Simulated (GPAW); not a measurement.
# Near-edge structure at the O K edge of CrClO (Pmmn), part 2 of 3

Aim: the near-edge shape at the O K edge of CrClO (Pmmn), and what the core hole does to it.

GPAW 26.7.0; X-ray absorption from dipole matrix elements to empty bands, plane-wave PAW LDA+U.

So far. Step 2 (The field without a hole): The mesh shows a gap of 2.80 eV, so the hole is first treated in a charged cell, without the excited electron. Step 3 (Spectrum without a core hole, O atom 5): Main maxima below 24 eV (height): 1.0 eV (1.55), 2.3 eV (1.80), 9.7 eV (1.50), 13.1 eV (1.12) and 18.2 eV (0.83). A K edge sees empty p states; the first features are O p mixed into the empty d states of the Cr neighbours, and the broad ones above probably into the cations' higher empty bands.

## Step 4: Supercell without a hole, the energy reference

Level of this step: plane-wave PAW DFT, LDA+U, self-consistent field (GPAW).

The photon energy needs a difference of total energies, so the cell and mesh of the coming hole run are first run without a hole.

The input, scf.py:

```python
import numpy as np
from ase import Atoms
from ase.parallel import parprint, paropen
from gpaw import GPAW, PW, FermiDirac, Mixer, MixerDif, setup_paths
from gpaw.test import gen
setup_paths.insert(0, '.')
gen('O', name='nch1s', xcname='LDA', corehole=(1, 0, 0), write_xml=True)
from gpaw.mpi import world
world.barrier()

atoms = Atoms('Cr4Cl4O4',
    cell=[[-3.19007562, 3.86656054, 0],
     [-3.19007562, -3.86656054, 0],
     [3.19007562, 0, 7.95246044]],
    scaled_positions=[[0.44697984, 0.94697984, 0.89395968],
     [0.94697984, 0.44697984, 0.89395968],
     [0.05302016, 0.05302016, 0.10604032],
     [0.55302016, 0.55302016, 0.10604032],
     [0.90928903, 0.90928903, 0.31857806],
     [0.40928903, 0.40928903, 0.31857806],
     [0.59071097, 0.09071097, 0.68142194],
     [0.09071097, 0.59071097, 0.68142194],
     [0.27609105, 0.77609105, 0.0521821],
     [0.77609105, 0.27609105, 0.0521821],
     [0.22390895, 0.22390895, 0.9478179],
     [0.72390895, 0.72390895, 0.9478179]],
    magmoms=[3.0, 3.0, -3.0, -3.0, 0.0, 0.0, 0.0, 0.0, 0.0, 0.0, 0.0, 0.0],
    pbc=True)
atoms.calc = calc = GPAW(legacy_gpaw=True, mode=PW(500, force_complex_dtype=True), xc='LDA', setups={'Cr': ':d,3.7', 8: 'nch1s'},
    kpts={'size': (3, 3, 3), 'gamma': True}, occupations=FermiDirac(0.02),
    charge=0, mixer=MixerDif(0.05, 8, 50), maxiter=150,
    convergence={'density': 0.0001, 'eigenstates': 1e-6}, txt='scf.txt')
energy = atoms.get_potential_energy() + calc.get_reference_energy()
ef = calc.get_fermi_level()
out = dict(energy=energy, fermi=ef, forces=atoms.get_forces().tolist(), magmoms=atoms.get_magnetic_moments().tolist())
parprint(f'all-electron energy {energy:.4f} eV, Fermi level {ef:.4f} eV')
ev = np.array([[calc.get_eigenvalues(k, s) for k in range(len(calc.get_ibz_k_points()))] for s in range(calc.get_number_of_spins())])
out['homo'], out['lumo'], out['counts'] = ev[ev < ef].max(), ev[ev > ef].min(), sorted(set((ev < ef).sum((0, 2)).tolist()))
out['filled'] = (ev[:, 0] < ef).sum(1).tolist()
import json
with paropen('out.json', 'w') as f:
    json.dump(out, f)
```

Launch:

```console
OMP_NUM_THREADS=1 mpirun -n 4 gpaw python scf.py
```

Numbers of over 12 decimals in the logs are rounded to 6 here.

The log of the run:

```text
Input parameters:
  convergence: {density: 0.0001,
                eigenstates: 1e-06}
  kpts: {gamma: True,
         size: (3, 3, 3)}
  maxiter: 150
  mixer: {backend: pulay,
          beta: 0.05,
          method: difference,
          nmaxold: 8,
          weight: 50}
  mode: {ecut: 500.0,
         force_complex_dtype: True,
         name: pw}
  occupations: {fixmagmom: False,
                name: fermi-dirac,
[...]
<dir> UserWarning: Initial realspace grid (27,27,45) inconsistent with symmetries.
  warnings.warn(
<dir> UserWarning: Using symmetrized grid: (45,45,45).

  warnings.warn('Using symmetrized grid: ({},{},{}).\n'.format(*N_c))
<dir> UserWarning: Initial realspace grid (27,27,45) inconsistent with symmetries.
  warnings.warn(
<dir> UserWarning: Using symmetrized grid: (45,45,45).

  warnings.warn('Using symmetrized grid: ({},{},{}).\n'.format(*N_c))
all-electron energy -172381.6130 eV, Fermi level 3.4269 eV
[key lines of the parts left out:]
Converged after 33 iterations.
Dipole moment: (0.000000, -0.000000, 0.000001) |e|*Ang
Free energy:    -86.728748
Fermi level: 3.42692
```

Elapsed: 1.8 min, on 4 MPI ranks of Intel Xeon Platinum 8488C (Sapphire Rapids), shared host; peak memory 0.42 GiB.

Reference energy: -172381.613 eV with the cores included.

## Step 5: Spectrum with FCH, O atom 5

The holes are 5.0 Å apart. In GPAW the data set carries the hole's charge, so charge=0 means a charged cell and charge=-1 a neutral one. The excited electron is left out and a uniform background balances the charge. After the field has converged, empty bands are computed with the density fixed and the dipole matrix elements are summed.

The input, xas.py:

```python
import numpy as np
from ase import Atoms
from ase.parallel import parprint, paropen
from gpaw import GPAW, PW, FermiDirac, Mixer, MixerDif, setup_paths
from gpaw.test import gen
setup_paths.insert(0, '.')
gen('O', name='fch1s', xcname='LDA', corehole=(1, 0, 1), write_xml=True)
from gpaw.mpi import world
world.barrier()

atoms = Atoms('Cr4Cl4O4',
    cell=[[-3.19007562, 3.86656054, 0],
     [-3.19007562, -3.86656054, 0],
     [3.19007562, 0, 7.95246044]],
    scaled_positions=[[0.44697984, 0.94697984, 0.89395968],
     [0.94697984, 0.44697984, 0.89395968],
     [0.05302016, 0.05302016, 0.10604032],
     [0.55302016, 0.55302016, 0.10604032],
     [0.90928903, 0.90928903, 0.31857806],
     [0.40928903, 0.40928903, 0.31857806],
     [0.59071097, 0.09071097, 0.68142194],
     [0.09071097, 0.59071097, 0.68142194],
     [0.27609105, 0.77609105, 0.0521821],
     [0.77609105, 0.27609105, 0.0521821],
     [0.22390895, 0.22390895, 0.9478179],
     [0.72390895, 0.72390895, 0.9478179]],
    magmoms=[3.0, 3.0, -3.0, -3.0, 0.0, 0.0, 0.0, 0.0, 0.0, 0.0, 0.0, 0.0],
    pbc=True)
atoms.calc = calc = GPAW(legacy_gpaw=True, mode=PW(500, force_complex_dtype=True), xc='LDA', setups={'Cr': ':d,3.7', 8: 'fch1s'},
    kpts={'size': (3, 3, 3), 'gamma': True}, occupations=FermiDirac(0.02),
    charge=0, mixer=MixerDif(0.05, 8, 50), maxiter=150,
    convergence={'density': 0.0001, 'eigenstates': 1e-6}, txt='scf.txt')
energy = atoms.get_potential_energy() + calc.get_reference_energy()
ef = calc.get_fermi_level()
out = dict(energy=energy, fermi=ef, forces=atoms.get_forces().tolist(), magmoms=atoms.get_magnetic_moments().tolist())
parprint(f'all-electron energy {energy:.4f} eV, Fermi level {ef:.4f} eV')
ev = np.array([[calc.get_eigenvalues(k, s) for k in range(len(calc.get_ibz_k_points()))] for s in range(calc.get_number_of_spins())])
out['homo'], out['lumo'], out['counts'] = ev[ev < ef].max(), ev[ev > ef].min(), sorted(set((ev < ef).sum((0, 2)).tolist()))
out['filled'] = (ev[:, 0] < ef).sum(1).tolist()

from ase.units import Ha
from gpaw.xas import dipole_matrix_elements
nb = int(calc.get_number_of_electrons() / 2) + 139
top, nb = nb, nb + 8 + nb // 12
nscf = calc.fixed_density(kpts={'size': (3, 3, 3), 'gamma': True}, nbands=nb,
    convergence={'bands': top, 'eigenstates': 5e-3}, maxiter=60, txt='nscf.txt')
cell = atoms.cell.array
ops = [cell.T @ U.T @ np.linalg.inv(cell.T) for U in nscf.wfs.kd.symmetry.op_scc]
filled = [38, 38]  # bands filled in the ground state, by spin
E = np.arange(-6, 34, 0.1)
fwhm = np.interp(E, [4, 25], [0.9, 3.5])
Y, X, zero, highest = 0, 0, 1e9, 1e9
for spin in range(nscf.get_number_of_spins()):
    wfs = nscf.wfs
    mine = wfs.bd.get_slice()  # this rank's bands
    A = dipole_matrix_elements(wfs.setups[8])
    eps = np.zeros((wfs.kd.nibzkpts, nb))
    d = np.zeros((3, A.shape[1], wfs.kd.nibzkpts, nb), complex)
    for kpt in wfs.kpt_u:
        if kpt.s == spin and 8 in kpt.P_ani:
            eps[kpt.k, mine] = kpt.eps_n * Ha
            d[:, :, kpt.k, mine] = (kpt.weight * wfs.nspins / 2) ** 0.5 * np.inner(A, kpt.P_ani[8])
    world.sum(eps)
    world.sum(d)
    T = np.einsum('amkn,bmkn->abkn', d, d.conj()).real
    T = sum(np.einsum('ai,ijkn,bj->abkn', R, T, R) for R in ops) / len(ops)
    empty = np.ones_like(eps, bool) & (np.arange(nb) >= filled[spin])
    zero, highest = min(zero, eps[empty].min()), min(highest, eps[:, top - 1].min())
    lines = [(eps, T, empty)] if spin == 0 else lines + [(eps, T, empty)]
for eps, T, empty in lines:
    f = np.einsum('aakn->akn', T).reshape(3, -1)
    x = eps.ravel() - zero
    w = np.interp(x, E, fwhm) / 2.35482
    g = np.exp(-0.5 * ((E[:, None] - x) / w) ** 2) / (w * (2 * np.pi) ** 0.5)
    Y = Y + (f * empty.ravel()) @ g.T
    X = X + (f * ~empty.ravel()) @ g.T
out.update(E=E.round(2).tolist(), xas=Y.tolist(), xes=X.tolist(), zero=zero, valid=highest - zero, nk=len(eps), nb=nb)
for i in range(0, len(E), 10):
    parprint(f'{E[i]:7.2f}', *(f'{v:10.3e}' for v in Y[:, i]))
import json
with paropen('out.json', 'w') as f:
    json.dump(out, f)
```

Launch:

```console
OMP_NUM_THREADS=1 mpirun -n 4 gpaw python xas.py
```

The log of the run:

```text
Input parameters:
  convergence: {density: 0.0001,
                eigenstates: 1e-06}
  kpts: {gamma: True,
         size: (3, 3, 3)}
  maxiter: 150
  mixer: {backend: pulay,
          beta: 0.05,
          method: difference,
          nmaxold: 8,
          weight: 50}
  mode: {ecut: 500.0,
         force_complex_dtype: True,
         name: pw}
  occupations: {fixmagmom: False,
                name: fermi-dirac,
                width: 0.02}
  setups: {8: fch1s,
           Cr: :d,3.7}

Initialize ...

[... PAW data sets ...]

Reference energy: -171744.217528  # eV

Spin-polarized calculation.
Initial magnetic moment: 0.000000

[... convergence settings ...]
Symmetries present (total): 2
  [... symmetry matrices ...]

27 k-points: 3 x 3 x 3 Monkhorst-Pack grid
10 k-points in the irreducible part of the Brillouin zone
       k-points in crystal coordinates                weights
   0:     0.00000000    0.00000000    0.00000000          1/27
   1:     0.00000000    0.00000000    0.33333333          2/27
   2:     0.33333333   -0.33333333   -0.33333333          2/27
   3:     0.33333333   -0.33333333    0.00000000          2/27
   4:     0.33333333   -0.33333333    0.33333333          2/27
   5:     0.33333333    0.00000000   -0.33333333          4/27
   6:     0.33333333    0.00000000    0.00000000          4/27
   7:     0.33333333    0.00000000    0.33333333          4/27
   8:     0.33333333    0.33333333   -0.33333333          2/27
   9:     0.33333333    0.33333333    0.33333333          4/27

Wave functions: Plane wave expansion
  Cutoff energy: 500.000 eV
  Number of coefficients (min, max): 4965, 4988
  Pulay-stress correction: 0.000000 eV/Ang^3 (de/decut=0.000000)
  Using FFTW library
  Wavefunction extrapolation:
    Improved wavefunction reuse through dual PAW basis

Occupation numbers: Fermi-Dirac:
  width: 0.0200  # eV

Eigensolver
   Davidson(niter=2)

Densities:
  Coarse grid: 45*45*45 grid
  Fine grid: 90*90*90 grid
  Total Charge: 1.000000

Density mixing:
  Method: difference
  Backend: pulay
  Linear mixing parameter: 0.05
  old densities: 8
  Width of damping distribution: 1.1
  Damping of long wavelength oscillations: 50

[... Hamiltonian set-up ...]
Number of atoms: 12
Number of atomic orbitals: 68
Number of bands in calculation: 50
Number of valence electrons: 76
Bands to converge: occupied

... initialized

Initializing position-dependent things.

Density initialized from atomic densities
Creating initial wave functions:
  50 bands from LCAO basis set

                  Cr
                O       O
                      Cl
               Cr

                   Cl

         Cl      Cl

             Cr     Cr

           O

Atomic positions and initial magnetic moments

Positions:
   0 Cr    -1.595038   -1.933280    7.109179    ( 0.0000,  0.0000,  3.0000)
   1 Cr    -1.595038    1.933280    7.109179    ( 0.0000,  0.0000,  3.0000)
   2 Cr    -0.000000   -0.000000    0.843281    ( 0.0000,  0.0000, -3.0000)
   3 Cr    -3.190076    0.000000    0.843281    ( 0.0000,  0.0000, -3.0000)
   4 Cl    -4.785113   -0.000000    2.533479    ( 0.0000,  0.0000,  0.0000)
   5 Cl    -1.595038   -0.000000    2.533479    ( 0.0000,  0.0000,  0.0000)
   6 Cl     0.000000    1.933280    5.418981    ( 0.0000,  0.0000,  0.0000)
   7 Cl     0.000000   -1.933280    5.418981    ( 0.0000,  0.0000,  0.0000)
   8 O     -3.190076   -1.933280    0.414976    ( 0.0000,  0.0000,  0.0000)
   9 O     -3.190076    1.933280    0.414976    ( 0.0000,  0.0000,  0.0000)
  10 O      1.595038    0.000000    7.537484    ( 0.0000,  0.0000,  0.0000)
  11 O     -1.595038   -0.000000    7.537484    ( 0.0000,  0.0000,  0.0000)

Unit cell:
           periodic     x           y           z      points  spacing
  1. axis:    yes   -3.190076    3.866561    0.000000    45     0.1045
  2. axis:    yes   -3.190076   -3.866561    0.000000    45     0.1045
[...]
Kinetic:         +1.026268
Potential:      -40.255089
External:        +0.000000
XC:             -77.597923
Entropy (-ST):   -0.000000
Local:           +0.524770
SIC:             +0.000000
--------------------------
Free energy:   -116.301974
Extrapolated:  -116.301974

Spin contamination: 6.894031 electrons
Showing only first 2 kpts
                      Up                     Down
 Kpt  Band  Eigenvalues  Occupancy  Eigenvalues  Occupancy
  0    36      1.86123    1.00000      1.88035    1.00000
  0    37      2.50926    1.00000      2.18526    1.00000
  0    38      5.00537    0.00000      4.82145    0.00000
  0    39      5.22880    0.00000      5.31411    0.00000

  1    36      1.81330    1.00000      1.82591    1.00000
  1    37      2.50539    1.00000      2.19562    1.00000
  1    38      4.98120    0.00000      4.81210    0.00000
  1    39      5.27517    0.00000      5.37659    0.00000

Fermi level: 3.03620

Gap: 2.236 eV
Transition (v -> c):
  (s=0, k=0, n=37, [0.00, 0.00, 0.00]) -> (s=1, k=8, n=38, [0.33, 0.33, -0.33])
Direct/indirect transitions are different
Direct gap: 2.292 eV
Transition at: (s=0->1, k=9, n=37, [0.33, 0.33, 0.33])

Forces in eV/Ang:
  0 Cr   -1.68927    0.00000   -1.50800
  1 Cr    1.68927    0.00000   -1.50800
  2 Cr    0.00000   -2.04964    0.54510
  3 Cr    0.00000    2.04965    0.54510
  4 Cl    0.00000   -0.00001   -0.36896
  5 Cl   -0.00000   -0.00001   -0.36896
  6 Cl    0.00000    0.00000    0.65290
  7 Cl    0.00000    0.00000    0.55788
  8 O     0.00000    0.00000    0.85308
  9 O     0.00000   -0.00000   -0.00509
 10 O     0.00000   -0.00000    0.30299
 11 O    -0.00000   -0.00000    0.30299
Scalar-relativistic atomic LDA calculation for O (Oxygen, Z=8)
Core hole in 1s state (1s occupation: 1.0)
300 radial gridpoints.
|------------------------------------------------|
|------------------------------------------------|
[... the atom generator's iteration count ...]

Energy contributions:
-------------------------
Kinetic:      +54.046737
XC:            -5.876031
Potential:   -102.458324
-------------------------
Total:        -54.287618

state      eigenvalue         ekin         rmax
-----------------------------------------------
1s^1.0 :   -21.731873    30.611423        0.127
2s^2.0 :    -1.594915     4.066245        0.801
2p^4.0 :    -1.067100     3.825706        0.682
-----------------------------------------------
(units: Bohr and Hartree)

Generating PAW setup
Kinetic energy of the core from tauc = 30.636371
Cutoffs:
rc(s)=1.300
rc(p)=1.130
rc(d)=1.170
rc(vbar)=1.300
rc(comp)=1.260
rc(nct)=1.300

Kinetic energy of the core states: 30.611423
Charge: 1.0
Core electrons: 1.0
Valence electrons: 6.0
Pseudo-core charge: 0.000198
Shape function alpha=6.299
Pseudo-electron charge 5.280306
state    eigenvalue         norm
--------------------------------
2s(2) :    -1.594915     1.065643
*s    :    -0.594915
2p(4) :    -1.067100     0.787205
*p    :    -0.067100
*d    :     0.000000
--------------------------------

Diagonalizing with gridspacing h=0.050

state   all-electron     PAW
-------------------------------
2s:      -1.594915    -1.596334
2p:      -1.067100    -1.073375
*d:                   -0.060686
*f:                   -0.013559
-------------------------------
<dir> UserWarning: Initial realspace grid (27,27,45) inconsistent with symmetries.
  warnings.warn(
<dir> UserWarning: Using symmetrized grid: (45,45,45).

  warnings.warn('Using symmetrized grid: ({},{},{}).\n'.format(*N_c))
<dir> UserWarning: Initial realspace grid (27,27,45) inconsistent with symmetries.
  warnings.warn(
<dir> UserWarning: Using symmetrized grid: (45,45,45).

  warnings.warn('Using symmetrized grid: ({},{},{}).\n'.format(*N_c))
<dir> UserWarning: Initial realspace grid (27,27,45) inconsistent with symmetries.
  warnings.warn(
<dir> UserWarning: Using symmetrized grid: (45,45,45).

  warnings.warn('Using symmetrized grid: ({},{},{}).\n'.format(*N_c))
<dir> UserWarning: Initial realspace grid (27,27,45) inconsistent with symmetries.
  warnings.warn(
<dir> UserWarning: Using symmetrized grid: (45,45,45).

  warnings.warn('Using symmetrized grid: ({},{},{}).\n'.format(*N_c))
all-electron energy -171860.5195 eV, Fermi level 3.0362 eV
  -6.00  2.994e-61  3.330e-63  4.031e-59
  -5.00  1.306e-44  4.430e-46  9.863e-43
  -4.00  6.786e-31  6.748e-32  2.690e-29
  -3.00  4.240e-20  1.134e-20  8.479e-19
  -2.00  3.460e-12  2.070e-12  3.265e-11
  -1.00  4.563e-07  4.127e-07  1.662e-06
  -0.00  1.295e-04  1.024e-04  1.361e-04
[...]
31.00  1.390e-04  1.005e-04  7.818e-05
  32.00  1.505e-04  1.188e-04  8.643e-05
  33.00  1.418e-04  1.333e-04  1.012e-04
[key lines of the parts left out:]
Converged after 39 iterations.
Dipole moment: (-0.089734, -0.498511, -0.193897) |e|*Ang
```

It took 3.6 min on 4 MPI ranks; peak memory 0.63 GiB.

The O K spectrum, O atom 5, full core hole (charged cell) (energy from the lowest empty level; intensity scaled to a mean of 1 over the first 20 eV; polarised curves are means over the symmetry-equivalent atoms):

```tsv
E (eV)	isotropic	ε ∥ x	ε ∥ y	ε ∥ z
-2.0	0.00	0.00	0.00	0.00
-1.5	0.00	0.00	0.00	0.00
-1.0	0.01	0.00	0.00	0.01
-0.5	0.16	0.12	0.11	0.25
0.0	0.94	0.99	0.78	1.04
0.5	1.48	1.88	1.48	1.07
1.0	1.19	1.25	1.66	0.65
1.5	1.03	0.91	1.06	1.10
2.0	1.28	1.46	0.68	1.69
2.5	1.56	2.26	0.83	1.58
3.0	1.30	1.26	1.56	1.07
3.5	0.85	0.58	1.47	0.50
4.0	0.25	0.24	0.39	0.12
4.5	0.11	0.12	0.12	0.08
5.0	0.22	0.24	0.24	0.19
5.5	0.47	0.45	0.51	0.45
6.0	0.83	0.76	0.85	0.87
6.5	1.18	1.01	1.25	1.27
7.0	1.34	1.12	1.59	1.30
7.5	1.36	1.21	1.72	1.16
8.0	1.39	1.33	1.66	1.19
8.5	1.50	1.47	1.60	1.43
9.0	1.63	1.52	1.58	1.78
9.5	1.64	1.42	1.55	1.95
10.0	1.50	1.25	1.48	1.78
10.5	1.31	1.15	1.40	1.38
11.0	1.15	1.16	1.30	0.99
11.5	1.06	1.28	1.19	0.70
12.0	1.05	1.51	1.12	0.51
12.5	1.08	1.68	1.12	0.42
13.0	1.06	1.64	1.16	0.39
13.5	0.97	1.34	1.18	0.39
14.0	0.83	0.95	1.14	0.41
14.5	0.72	0.63	1.10	0.43
15.0	0.67	0.44	1.09	0.49
15.5	0.68	0.36	1.10	0.58
16.0	0.71	0.37	1.08	0.69
16.5	0.75	0.41	1.03	0.79
17.0	0.77	0.48	0.98	0.86
17.5	0.80	0.55	0.94	0.91
18.0	0.82	0.62	0.89	0.94
18.5	0.83	0.68	0.83	0.99
19.0	0.83	0.71	0.74	1.05
19.5	0.82	0.73	0.65	1.10
20.0	0.80	0.73	0.55	1.12
20.5	0.76	0.73	0.47	1.10
21.0	0.72	0.72	0.40	1.03
21.5	0.66	0.70	0.36	0.93
22.0	0.61	0.67	0.33	0.83
22.5	0.56	0.63	0.32	0.73
23.0	0.53	0.60	0.32	0.66
23.5	0.52	0.59	0.34	0.62
24.0	0.52	0.58	0.36	0.60
24.5	0.53	0.59	0.38	0.61
25.0	0.54	0.60	0.39	0.62
25.5	0.55	0.61	0.40	0.64
26.0	0.56	0.62	0.41	0.66
26.5	0.57	0.62	0.42	0.68
27.0	0.58	0.62	0.43	0.69
27.5	0.59	0.62	0.45	0.69
28.0	0.59	0.63	0.46	0.68
28.5	0.60	0.66	0.49	0.66
29.0	0.62	0.71	0.52	0.64
29.5	0.65	0.78	0.57	0.61
30.0	0.70	0.87	0.63	0.60
30.5	0.75	0.97	0.69	0.59
31.0	0.81	1.06	0.77	0.60
31.5	0.86	1.13	0.84	0.62
```

Main maxima below 24 eV (height): 0.5 eV (1.48), 2.5 eV (1.56), 9.3 eV (1.66), 12.7 eV (1.08) and 18.9 eV (0.83). 

The hole costs E(hole) − E(ground) = 521.09 eV, and the lowest empty level of the hole cell on the spectrum's mesh lies at 4.75 eV, which puts the zero at 525.84 eV.

## Step 6: Spectrum with XCH, O atom 5

The holes are 5.0 Å apart. In GPAW the data set carries the hole's charge, so charge=0 means a charged cell and charge=-1 a neutral one. The excited electron is kept in the cell, where it fills the lowest empty states and screens the hole. After the field has converged, empty bands are computed with the density fixed and the dipole matrix elements are summed.

Changed against the first core-hole run: core hole to XCH, with the smearing that suits a partly filled band.

Edit xas.py of step 5 so:

```diff
@@ -29,4 +29,4 @@
 atoms.calc = calc = GPAW(legacy_gpaw=True, mode=PW(500, force_complex_dtype=True), xc='LDA', setups={'Cr': ':d,3.7', 8: 'fch1s'},
-    kpts={'size': (3, 3, 3), 'gamma': True}, occupations=FermiDirac(0.02),
-    charge=0, mixer=MixerDif(0.05, 8, 50), maxiter=150,
+    kpts={'size': (3, 3, 3), 'gamma': True}, occupations=FermiDirac(0.04),
+    charge=-1, mixer=MixerDif(0.05, 8, 50), maxiter=150,
     convergence={'density': 0.0001, 'eigenstates': 1e-6}, txt='scf.txt')
```

The log of the run:

```text
Input parameters:
  charge: -1
  convergence: {density: 0.0001,
                eigenstates: 1e-06}
  kpts: {gamma: True,
         size: (3, 3, 3)}
  maxiter: 150
  mixer: {backend: pulay,
          beta: 0.05,
          method: difference,
          nmaxold: 8,
          weight: 50}
  mode: {ecut: 500.0,
         force_complex_dtype: True,
         name: pw}
  occupations: {fixmagmom: False,
                name: fermi-dirac,
                width: 0.04}
  setups: {8: fch1s,
           Cr: :d,3.7}

Initialize ...

[... PAW data sets ...]

Reference energy: -171744.217528  # eV
[...]
[... 130 further cycles ...]
[...]
iter: 149  -111.983041   -2.30  -2.21    -0.9987
iter: 150  -112.003357   -3.09  -2.18    -1.0003

Did not converge!

Here are some tips:

1) Make sure the geometry and spin-state is physically sound.
2) Use less aggressive density mixing.
3) Solve the eigenvalue problem more accurately at each scf-step.
4) Use a smoother distribution function for the occupation numbers.
5) Try adding more empty states.
6) Use enough k-points.
7) Don't let your structure optimization algorithm take too large steps.
8) Solve the Poisson equation more accurately.
9) Better initial guess for the wave functions.

See details here:

Errorcode: 42
```

The job ended after 7.7 min (4 MPI ranks; peak memory 0.29 GiB).

The run stopped without converging, so none of its numbers is a property of the system.

The iterations didn't settle within their limit, so this step gives no result.

(Continued in part 3 of 3.)

[Banner, clock and machine lines of the logs are left out without a mark of their own.]

[Logs are printed without paths, hosts, clocks, repeated set-up lines and the standing remarks that a program may print on its own settings, such as how far it seeks lower states.]

[Hosts, paths, dates, database ids (printed as entryN), source tags and the programs' standing remarks are cut or masked in the printed files.]

[Lists of maxima count a maximum above −3 eV only where it reaches 4 % of the highest in the window and stands out from its surroundings by 2 % of it (1.5 % where it reaches 55 %); shoulders and weaker maxima are passed over, and of the rest the first, up to two pre-edge ones and the few strongest are named.]
